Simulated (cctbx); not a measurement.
**Er2Mn3Si4Ge with cctbx, script by script**

Library: cctbx 2025.11. The data are simulated by the first script.

## 1. Simulate the data

run.py:

```python
from cctbx import adptbx, crystal, miller, sgtbx, xray
from cctbx.array_family import flex
from iotbx.shelx import hklf
from scitbx import matrix
import scitbx.random

cs = crystal.symmetry(unit_cell=(9.587, 11.163, 5.622, 90, 90, 90), space_group_symbol='Hall: -I 2 2c')  # Ibam
atoms = [  # label, site, U (iso, or U11 U22 U33 U12 U13 U23 in A^2), occupancy
    ("Er1", (0.725, 0.8669, 0.5), (0.0028, 0.0018, 0.0023, -0.0007, 0.0000, 0.0000), 1),
    ("Ge1", (0.5, 0, 0.75), (0.0058, 0.0039, 0.0041, 0.0000, 0.0000, 0.0000), 1),
    ("Mn1", (0.4003, 0.136, 0), (0.0058, 0.0047, 0.0044, 0.0004, 0.0000, 0.0000), 1),
    ("Mn2", (0, 0, 0.75), (0.0059, 0.0036, 0.0038, 0.0000, 0.0000, 0.0000), 1),
    ("Si1", (0.1564, 0.0922, 0), (0.0046, 0.0046, 0.0043, -0.0001, 0.0000, 0.0000), 1),
    ("Si2", (0.5, 0.7292, 0.25), (0.0041, 0.0044, 0.0050, 0.0000, 0.0003, 0.0000), 1),
]
xs = xray.structure(crystal_symmetry=cs)
for label, site, u, occ in atoms:
    u = adptbx.u_cif_as_u_star(cs.unit_cell(), u) if isinstance(u, tuple) else u
    xs.add_scatterer(xray.scatterer(label, site=site, u=u, occupancy=occ))
xs.set_inelastic_form_factors(0.71073, "sasaki")
xs.show_summary()
p1 = xs.expand_to_p1()
ms = miller.build_set(p1, anomalous_flag=True, d_min=0.84)
flex.set_random_seed(687098)
scitbx.random.set_random_seed(687098)
ms = ms.select(flex.random_double(ms.size()) < 0.8)
i = ms.structure_factors_from_scatterers(p1, algorithm="direct").f_calc().as_intensity_array().data()
i = i * 20000 / flex.max(i)
sig = flex.sqrt(i + flex.pow2(0.015 * i) + 4 ** 2)
noise = scitbx.random.variate(scitbx.random.normal_distribution())(i.size())
data = ms.array(data=i + sig * noise, sigmas=sig).set_observation_type_xray_intensity()
with open("data.hkl", "w") as f:
    data.export_as_shelx_hklf(f)
print("reflections written:", data.size(), " <I/sigma> = %.1f" % flex.mean(data.data() / data.sigmas()))
for h, a, b in list(data.sort("data"))[:12]:
    print("%4d%4d%4d %9.1f %7.1f" % (h + (a, b)))
```

```console
$ python run.py
```

```text
Number of scatterers: 6
At special positions: 6
Unit cell: (9.587, 11.163, 5.622, 90, 90, 90)
Space group: I b a m (No. 72)
reflections written: 3413  <I/sigma> = 9.9
   0  -4   2   20744.1   331.7
   0   4  -2   20074.4   331.7
   0  -4  -2   20022.9   331.7
   0   0  -4   15903.2   269.3
   0   0   4   15712.9   269.3
  -2   0   2   13389.2   226.9
   2   0   2   13189.4   226.9
   2   0  -2   13177.4   226.9
  -2   0  -2   12641.2   226.9
  -2   4   0   12460.8   211.2
   2   4   0   12181.8   211.2
   2  -4   0   11939.2   211.2
```

Run time: 0.24 s on 1 thread of Arm Neoverse V2 (shared host), peak memory 0.07 GiB.

## 2. Symmetry

run.py:

```python
from cctbx import crystal, sgtbx, statistics
from cctbx.array_family import flex
from iotbx.shelx import hklf

p1 = crystal.symmetry(unit_cell=(9.587, 11.163, 5.622, 90, 90, 90), space_group_symbol="P 1")
raw = hklf.reader(file_name="data.hkl").as_miller_arrays(crystal_symmetry=p1, anomalous=True)[0]
print(raw.size(), "reflections to d = %.3f A" % raw.d_min())
isig = raw.data() / raw.sigmas()
print("centring   violations  <I/sigma> of those")
best = "P"
for c in "ABCIRF":
    a = raw.customized_copy(space_group_info=sgtbx.space_group_info("Hall: %s 1" % c)).sys_absent_flags().data()
    m = flex.mean(isig.select(a))
    print("%5s %10d of %5d %8.1f" % (c, (isig.select(a) > 4).count(True), a.count(True), m))
    if (isig.select(a) > 4).count(True) < 0.01 * a.count(True):
        best = c
raw = raw.select(~raw.customized_copy(space_group_info=sgtbx.space_group_info("Hall: %s 1" % best)).sys_absent_flags().data())
isig = raw.data() / raw.sigmas()
rows = []
for s in sgtbx.space_group_symbol_iterator():
    g = sgtbx.space_group(s)
    if g.conventional_centring_type_symbol() != best or not g.is_compatible_unit_cell(p1.unit_cell(), 1e-3, 0.02):
        continue
    rows.append((s, g))
print("Laue class    unique    Rint  (classes that these axes allow; Friedel mates merged)")
rint = {}
for s, g in rows:
    laue = g.build_derived_patterson_group()
    key = laue.type().hall_symbol()
    if key not in rint:
        m = raw.customized_copy(space_group_info=laue.info(), anomalous_flag=False).merge_equivalents()
        rint[key] = m.r_int()
        print("%-14s %6d %7.3f" % (laue.type().lookup_symbol(), m.array().size(), m.r_int()))
floor = min(rint.values())
good = [(s, g) for s, g in rows if rint[g.build_derived_patterson_group().type().hall_symbol()] < 2 * floor + 0.03]
top = max(g.build_derived_patterson_group().order_z() for s, g in good)
print("space group    extra absences  I>4sigma  <I/sigma>")
for s, g in good:
    laue = g.build_derived_patterson_group()
    if laue.order_z() != top:
        continue
    a = raw.customized_copy(space_group_info=g.info()).sys_absent_flags().data()
    a &= ~raw.customized_copy(space_group_info=laue.info()).sys_absent_flags().data()
    bad = (isig.select(a) > 4).count(True)
    if bad <= 0.03 * a.count(True):
        print("%-16s %8d %10d %9s  %s" % (s.universal_hermann_mauguin(), a.count(True), bad, "%.1f" % flex.mean(isig.select(a)) if a.count(True) else "-", "centric" if g.is_centric() else "acentric"))
laue = max(good, key=lambda t: t[1].build_derived_patterson_group().order_z())[1].build_derived_patterson_group()
f = raw.customized_copy(space_group_info=laue.info(), anomalous_flag=False).merge_equivalents().array().eliminate_sys_absent().f_sq_as_f()
f.set_observation_type_xray_amplitude()
bins = max(3, min(8, f.size() // 12))
f.setup_binner(n_bins=bins)
w = statistics.wilson_plot(f, {e: n / laue.order_z() for e, n in {'Er': 8.0, 'Ge': 4.0, 'Mn': 12.0, 'Si': 16.0}.items()}, e_statistics=True)
print("Wilson B = %.2f A^2   <|E^2-1|> = %.3f (0.968 centric, 0.736 acentric)   E^2>4: %.1f %%" % (w.wilson_b, w.mean_e_sq_minus_1, w.percent_e_sq_gt_2))
print("shell (A)         n   <I/sigma>")
m = raw.customized_copy(space_group_info=laue.info(), anomalous_flag=False).merge_equivalents().array().eliminate_sys_absent()
for b in m.setup_binner(n_bins=bins).range_used():
    sel = m.binner().selection(b)
    print("%5.2f - %4.2f %6d %8.1f" % (min(m.binner().bin_d_range(b)[0] if m.binner().bin_d_range(b)[0] > 0 else 99, 99), m.binner().bin_d_range(b)[1], sel.count(True), flex.mean((m.data() / m.sigmas()).select(sel))))
```

```console
$ python run.py
```

```text
3413 reflections to d = 0.841 A
centring   violations  <I/sigma> of those
    A        700 of  1675     10.0
    B        723 of  1714      9.6
    C        669 of  1717      9.5
    I          0 of  1714     -0.0
    R        947 of  2284     10.0
    F       1046 of  2553      9.7
Laue class    unique    Rint  (classes that these axes allow; Friedel mates merged)
I 1 2/m 1         560   0.019
I 1 1 2/m         585   0.019
I 2/m 1 1         565   0.020
I m m m           330   0.021
space group    extra absences  I>4sigma  <I/sigma>
I 2 2 2                 0          0         -  acentric
I 21 21 21              0          0         -  acentric
I m m 2                 0          0         -  acentric
I 2 m m                 0          0         -  acentric
I m 2 m                 0          0         -  acentric
I b a 2               107          0       0.1  acentric
I m a 2                48          0      -0.0  acentric
I b m 2                59          0       0.1  acentric
I 2 c m                48          0      -0.0  acentric
I c 2 m                59          0       0.1  acentric
I m m m                 0          0         -  centric
I b a m               107          0       0.1  centric
I b m m                59          0       0.1  centric
I c m m                59          0       0.1  centric
I m c m                48          0      -0.0  centric
I m a m                48          0      -0.0  centric
Wilson B = 0.23 A^2   <|E^2-1|> = 0.909 (0.968 centric, 0.736 acentric)   E^2>4: 2.8 %
shell (A)         n   <I/sigma>
 7.27 - 1.68     52     37.9
 1.68 - 1.33     42     44.8
 1.33 - 1.17     42     48.9
 1.17 - 1.06     39     30.7
 1.06 - 0.98     36     42.5
 0.98 - 0.93     33     48.5
 0.93 - 0.88     43     41.7
 0.88 - 0.84     43     34.8
```

Time: 0.26 s.

## 3. Charge flipping

run.py:

```python
import itertools
from cctbx import crystal, maptbx
from cctbx.array_family import flex
from iotbx.shelx import hklf
from smtbx.ab_initio import charge_flipping as cf

cs = crystal.symmetry(unit_cell=(9.587, 11.163, 5.622, 90, 90, 90), space_group_symbol='Hall: -I 2 2c')  # Ibam
raw = hklf.reader(file_name="data.hkl").as_miller_arrays(crystal_symmetry=cs, anomalous=True)[0]
merged = raw.eliminate_sys_absent().merge_equivalents()
fo2 = merged.array().set_observation_type_xray_intensity()
f = fo2.average_bijvoet_mates().f_sq_as_f().resolution_filter(d_min=0.84)
p1 = f.expand_to_p1()
p1.setup_binner_counting_sorted(reflections_per_bin=max(40, p1.size() // 12))
work = p1.array(data=p1.data() / p1.amplitude_quasi_normalisations().data())
flex.set_random_seed(36479)
it = cf.weak_reflection_improved_iterator(delta=None, weak_reflection_fraction=0.3)
it.start(work, phases=flex.random_double(p1.size()) * 6.2832, f_000=0)
it.delta = 1 * it.rho_map.sigma()
print("cycle      R  skewness")
for n, st in enumerate(itertools.islice(it, 300)):
    if n % 25 == 0:
        print("%5d %6.3f %8.2f" % (n, st.r1_factor(), st.rho_map.skewness()))
rho = p1.phase_transfer(it.f_calc).fft_map().apply_volume_scaling()
polish = cf.low_density_elimination_iterator(constant_rho_c=rho.sigma())
polish.start(f_obs=p1, phases=it.f_calc, f_000=0)
for _ in range(8):
    next(polish)
print("origin shift          correlation  skewness")
maps = []
for fc, shift, cc in itertools.islice(cf.f_calc_symmetrisations(f, polish.f_calc, 0), 4):
    m = f.phase_transfer(fc).fft_map(symmetry_flags=maptbx.use_space_group_symmetry, resolution_factor=0.25).apply_sigma_scaling()
    maps.append((m.skewness(), cc, m))
    print("%6.3f %6.3f %6.3f %10.3f %9.2f" % (tuple(shift) + (cc, m.skewness())))
skew, cc, m = max((t for t in maps if t[1] > maps[0][1] - 0.04), key=lambda t: t[0])
print("taken: symmetry correlation %.3f, skewness %.2f" % (cc, skew))
peaks = m.peak_search(parameters=maptbx.peak_search_parameters(min_distance_sym_equiv=0.9, max_clusters=11)).all()
sps = cs.special_position_settings(min_distance_sym_equiv=0.5)
print("peak      x       y       z  mult  height/sigma")
for k, (x, h) in enumerate(zip(peaks.sites(), peaks.heights())):
    ss = sps.site_symmetry(x)
    print("Q%-3d %7.4f %7.4f %7.4f %4d %8.1f" % ((k + 1,) + tuple(t % 1 for t in ss.exact_site()) + (ss.multiplicity(), h)))
```

```console
$ python run.py
```

```text
cycle      R  skewness
    0  0.599     0.25
   25  0.485     3.44
   50  0.469     4.13
   75  0.465     4.33
  100  0.462     3.94
  125  0.478     4.14
  150  0.458     4.08
  175  0.471     4.13
  200  0.459     3.98
  225  0.457     4.02
  250  0.461     4.08
  275  0.461     4.21
origin shift          correlation  skewness
 0.540  0.476 -0.813      0.765      0.90
 0.217  0.198  0.239      0.816      0.63
 0.214  0.449  0.240      0.818      0.84
 0.452  0.075  0.240      0.809      0.56
taken: symmetry correlation 0.765, skewness 0.90
peak      x       y       z  mult  height/sigma
Q1    0.2320  0.4890  0.0000    8      7.5
Q2    0.1624  0.0399  0.5000    8      6.1
Q3    0.0000  0.3611  0.2500    8      4.5
Q4    0.2190  0.2445  0.0000    8      4.0
Q5    0.1436  0.3013  0.0000    8      3.6
Q6    0.1049  0.4599  0.0000    8      3.5
Q7    0.2362  0.1891  0.3542   16      3.3
Q8    0.0587  0.2172  0.5000    8      3.2
Q9    0.1294  0.1885  0.1310   16      3.1
Q10   0.0803  0.3171  0.3854   16      3.0
Q11   0.0612  0.3710  0.1091   16      2.8
```

Time: 0.39 s.

## 4. Charge flipping

run.py, as its changes from the last script of this kind:

```diff
@@ -13,3 +13,2 @@
-p1.setup_binner_counting_sorted(reflections_per_bin=max(40, p1.size() // 12))
-work = p1.array(data=p1.data() / p1.amplitude_quasi_normalisations().data())
-flex.set_random_seed(36479)
+work = p1
+flex.set_random_seed(36480)
@@ -20,2 +19,2 @@
-for n, st in enumerate(itertools.islice(it, 300)):
-    if n % 25 == 0:
+for n, st in enumerate(itertools.islice(it, 600)):
+    if n % 50 == 0:
```

```console
$ python run.py
```

```text
cycle      R  skewness
    0  0.572     0.35
   50  0.387     4.41
  100  0.381     4.36
  150  0.374     4.38
  200  0.380     4.68
  250  0.356     4.97
  300  0.325     4.96
  350  0.307     4.82
  400  0.294     4.83
  450  0.301     4.88
  500  0.308     4.71
  550  0.306     4.98
origin shift          correlation  skewness
 0.189  0.416  0.216      0.898      2.39
 0.187  0.168  0.213      0.895      1.81
 0.010  0.417  0.228      0.880      1.93
 0.004  0.169  0.228      0.876      1.75
taken: symmetry correlation 0.898, skewness 2.39
peak      x       y       z  mult  height/sigma
Q1    0.0518  0.1340  0.5000    8     11.2
Q2    0.2057  0.0000  0.2500    8      6.9
Q3    0.0867  0.3732  0.0000    8      6.9
Q4    0.1664  0.5000  0.2500    8      4.4
Q5    0.2213  0.3826  0.5000    8      4.2
Q6    0.2500  0.2500  0.2500    8      3.0
Q7    0.0000  0.0000  0.2500    4      2.4
Q8    0.2001  0.2291  0.3982   16      2.1
Q9    0.0669  0.2674  0.5000    8      2.0
Q10   0.0000  0.2767  0.2500    8      1.9
Q11   0.1751  0.0463  0.4086   16      1.9
```

Time: 0.5 s.

## 5. Refinement (model from the peaks)

run.py:

```python
import math
from cctbx import adptbx, crystal, maptbx, sgtbx, xray
from cctbx.array_family import flex
from cctbx.xray import observations
from iotbx.shelx import hklf
from scitbx.lstbx import normal_eqns_solving
from smtbx import absolute_structure, utils
from smtbx.refinement import constraints, least_squares

cs = crystal.symmetry(unit_cell=(9.587, 11.163, 5.622, 90, 90, 90), space_group_symbol='Hall: -I 2 2c')  # Ibam
atoms = [  # label, site, U (iso, or U11 U22 U33 U12 U13 U23 in A^2), occupancy
    ("Er1", (0.0518, 0.134, 0.5), 0.0200, 1),
    ("Si1", (0.2057, 0, 0.25), 0.0200, 1),
    ("Si2", (0.0867, 0.3732, 0), 0.0200, 1),
    ("Mn1", (0.1664, 0.5, 0.25), 0.0200, 1),
    ("Mn2", (0, 0, 0.25), 0.0200, 1),
]
xs = xray.structure(crystal_symmetry=cs)
for label, site, u, occ in atoms:
    u = adptbx.u_cif_as_u_star(cs.unit_cell(), u) if isinstance(u, tuple) else u
    xs.add_scatterer(xray.scatterer(label, site=site, u=u, occupancy=occ))
xs.set_inelastic_form_factors(0.71073, "sasaki")
raw = hklf.reader(file_name="data.hkl").as_miller_arrays(crystal_symmetry=cs, anomalous=True)[0]
merged = raw.eliminate_sys_absent().merge_equivalents()
fo2 = merged.array().set_observation_type_xray_intensity()
print("Rint %.3f, %d unique reflections to %.2f A" % (merged.r_int(), fo2.size(), fo2.d_min()))
for sc in xs.scatterers():
    sc.flags.set_grad_site(True)
    sc.flags.set_grad_u_aniso(sc.flags.use_u_aniso())
    sc.flags.set_grad_u_iso(sc.flags.use_u_iso())
obs = fo2.as_xray_observations()
extra = {}
rep = constraints.reparametrisation(xs, [], utils.connectivity_table(xs), **extra)
ls = least_squares.crystallographic_ls(obs, rep, weighting_scheme=least_squares.mainstream_shelx_weighting(a=0, b=0))
print("cycle     R1     wR2    GooF  max shift (A)")
for cycle in range(6):
    ls.build_up()
    r1, wr2, goof = ls.r1_factor(cutoff_factor=2)[0], ls.wR2(), ls.goof()
    old = xs.sites_cart()
    normal_eqns_solving.levenberg_marquardt_iterations(ls, n_max_iterations=3, tau=0.0001, step_threshold=1e-7)
    big = flex.max((xs.sites_cart() - old).norms())
    print("%4d %7.4f %7.4f %7.3f %9.5f" % (cycle + 1, r1, wr2, goof, big))
    ls.build_up(objective_only=True)
    if abs(ls.wR2() - wr2) < 5e-5 and big < 5e-4:
        break
ls.build_up()
print("final R1 %.4f wR2 %.4f GooF %.3f  parameters %d  data/parameter %.1f" % (ls.r1_factor(cutoff_factor=2)[0], ls.wR2(), ls.goof(), ls.n_parameters, fo2.size() / ls.n_parameters))
cov = ls.covariance_matrix_and_annotations()
su = dict(zip(cov.annotations, (math.sqrt(max(v, 0)) for v in cov.matrix.matrix_packed_u_diagonal())))
a2 = cs.unit_cell().reciprocal_parameters()[0] ** -2
print("atom        x        y        z      Ueq    occ   su(xyz)  su(Uiso or U11)")
for sc in xs.scatterers():
    s = max(su.get(sc.label + k, 0) for k in (".x", ".y", ".z"))
    npd = "" if sc.is_positive_definite_u(cs.unit_cell()) else "  NPD"
    print("%-5s %8.5f %8.5f %8.5f %8.4f %6.3f %8.5f %7.4f%s" % ((sc.label,) + sc.site + (sc.u_iso_or_equiv(cs.unit_cell()), sc.occupancy, s, su.get(sc.label + ".uiso", su.get(sc.label + ".u11", 0) * a2), npd)))
fo = fo2.f_sq_as_f()
fc = fo.structure_factors_from_scatterers(xs, algorithm="direct").f_calc()
diff = fo.f_obs_minus_f_calc(1 / math.sqrt(ls.scale_factor()), fc).average_bijvoet_mates()
m = diff.fft_map(symmetry_flags=maptbx.use_space_group_symmetry, resolution_factor=0.25).apply_volume_scaling()
print("difference map: max %.2f min %.2f rms %.2f" % (m.statistics().max(), m.statistics().min(), m.statistics().sigma()))
peaks = m.peak_search(parameters=maptbx.peak_search_parameters(min_distance_sym_equiv=0.6, max_clusters=6)).all()
near = xs.closest_distances(peaks.sites(), distance_cutoff=4)
sps = cs.special_position_settings(min_distance_sym_equiv=0.5)
for k, (x, h) in enumerate(zip(peaks.sites(), peaks.heights())):
    ss = sps.site_symmetry(x)
    print("Q%-3d %7.4f %7.4f %7.4f %4d %7.2f  %.2f A from %s" % ((k + 1,) + tuple(t % 1 for t in ss.exact_site()) + (ss.multiplicity(), h, near.smallest_distances[k], xs.scatterers()[near.i_seqs[k]].label)))
```

```console
$ python run.py
```

```text
Rint 0.021, 298 unique reflections to 0.84 A
cycle     R1     wR2    GooF  max shift (A)
   1  0.6527  0.9054  50.779   0.42842
   2  0.6428  0.9052  50.766   0.25394
   3  0.6340  0.9017  50.574   0.41367
   4  0.6493  0.9153  51.337   0.34489
   5  0.5972  0.8824  49.489   0.93609
   6  0.5749  0.8516  47.764   0.35581
final R1 0.6548 wR2 0.9096 GooF 51.016  parameters 11  data/parameter 27.1
atom        x        y        z      Ueq    occ   su(xyz)  su(Uiso or U11)
Er1    0.05188  0.13407  0.50000   0.0163  1.000  0.00389  0.0102
Si1    0.17407  0.00000  0.25000   0.1030  1.000  0.07928  0.1469
Si2    0.11249  0.35114  0.00000   0.2340  1.000  0.15173  0.3814
Mn1    0.19301  0.50000  0.25000   0.0114  1.000  0.01567  0.0234
Mn2    0.00000  0.00000  0.25000   0.4032  1.000  0.00000  0.6778
difference map: max 291.71 min -86.61 rms 19.05
Q1    0.0582  0.1323  0.5000    8  295.39  0.06 A from Er1
Q2    0.1121  0.3658  0.0000    8  174.46  0.16 A from Si2
Q3    0.0053  0.3705  0.0000    8  113.98  1.05 A from Si2
Q4    0.2154  0.5000  0.2500    8   83.22  0.21 A from Mn1
Q5    0.2350  0.3629  0.0000    8   81.39  1.18 A from Si2
Q6    0.1770  0.0000  0.2500    8   80.29  0.03 A from Si1
```

Time: 0.6 s.

Figures of merit this high mean that the model is still wrong or incomplete.

## 6. Charge flipping

run.py, as its changes from the last script of this kind:

```diff
@@ -13,2 +13,3 @@
-work = p1
-flex.set_random_seed(36480)
+p1.setup_binner_counting_sorted(reflections_per_bin=max(40, p1.size() // 12))
+work = p1.array(data=p1.data() / p1.amplitude_quasi_normalisations().data())
+flex.set_random_seed(36481)
```

```console
$ python run.py
```

```text
cycle      R  skewness
    0  0.591     0.29
   50  0.480     3.82
  100  0.450     4.41
  150  0.477     4.00
  200  0.466     4.07
  250  0.455     4.11
  300  0.458     4.22
  350  0.460     4.22
  400  0.464     3.98
  450  0.476     4.05
  500  0.473     4.00
  550  0.478     4.00
origin shift          correlation  skewness
 0.080  0.404  0.313      0.870      1.65
 0.081  0.155  0.313      0.866      1.53
 0.413  0.327  0.294      0.835      0.80
 0.401  0.175  0.310      0.842      1.47
taken: symmetry correlation 0.870, skewness 1.65
peak      x       y       z  mult  height/sigma
Q1    0.2267  0.1325  0.4009   16      8.3
Q2    0.0000  0.5000  0.3358    8      5.0
Q3    0.0000  0.0000  0.1600    8      4.7
Q4    0.0000  0.2563  0.2500    8      3.3
Q5    0.0586  0.4305  0.0000    8      2.8
Q6    0.1641  0.5000  0.2500    8      2.7
Q7    0.1716  0.2314  0.3114   16      2.7
Q8    0.0506  0.3089  0.0000    8      2.6
Q9    0.1242  0.4645  0.5000    8      2.4
Q10   0.2120  0.0349  0.3050   16      2.3
Q11   0.1017  0.0415  0.1773   16      2.3
```

Run time: 0.48 s on 1 thread of Arm Neoverse V2 (shared host), peak memory 0.08 GiB.

[Logs are printed without paths, hosts, clocks, repeated set-up lines and the standing remarks that a program may print on its own settings, such as how far it seeks lower states.]
